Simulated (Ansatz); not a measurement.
## Generalised stacking fault on (111) (shuffle set) of a GaAs-GaSb solid solution (48 atoms): a reference run and its variants

The cell holds 48 atoms: 24 Ga, 10 Sb and 14 As. Cell: a = 8.267 Å, b = 7.159 Å, c = 20.275 Å, α = 90.0°, β = 87.1°, γ = 90.0°. It derives from GaAs and GaSb. Zinc-blende GaAs lattice (a = 5.8453 Å, the value set for the mixture), cell with z along [111], 2 x 1 x 2 periods; the third cell vector is tilted by 0.250 of 1/2[1-10] and lengthened by 0 Å, so the cell holds one fault (shuffle set); displaced by a Gaussian of 0.01 Å; 10 of 24 As sites given to Sb at random (lattice constant by Vegard's rule between GaAs and GaSb).

Geometry: as built.

Reference run: Kohn-Sham DFT, PBE, PAW (set soft_2), plane waves (Ansatz 0.2.0), cutoff 420 eV, k-mesh 2×2×1, fermi-dirac smearing of 0.025 eV.

| Item | Value |
| --- | --- |
| r.m.s. force component | 0.5482 eV/Å |
| pressure | 3.503 GPa |
| spacing of highest filled and lowest empty level | 0.0819 eV |
| SCF cycles | 8 |
| time | 55 s on 4 threads of Intel Xeon Platinum 8375C at 2.90GHz (Ice Lake), shared host |

Variants, in no order:
A. support functions medium, spacing 0.206 Å (grid laid 0.199 Å)
B. support functions medium, spacing 0.411 Å (grid laid 0.398 Å)
C. support functions medium, spacing 0.343 Å (grid laid 0.338 Å)
D. support functions high
E. support functions medium, spacing 0.297 Å (grid laid 0.282 Å)

Q: Order the variants from the smallest to the largest r.m.s. change of the forces.

D, A, E, C, B.

```csv
variant,"Δ force, r.m.s. (meV/Å)",share of r.m.s. force (%)
D. support functions high,0.124,0.0227
"A. support functions medium, spacing 0.206 Å (grid laid 0.199 Å)",0.493,0.0899
"E. support functions medium, spacing 0.297 Å (grid laid 0.282 Å)",4.84,0.884
"C. support functions medium, spacing 0.343 Å (grid laid 0.338 Å)",15.0,2.74
"B. support functions medium, spacing 0.411 Å (grid laid 0.398 Å)",205,37.4
```

[Logs are printed without paths, hosts, clocks, repeated set-up lines and the standing remarks that a program may print on its own settings, such as how far it seeks lower states.]

[Hosts, paths, dates, database ids (printed as entryN), source tags and the programs' standing remarks are cut or masked in the printed files.]
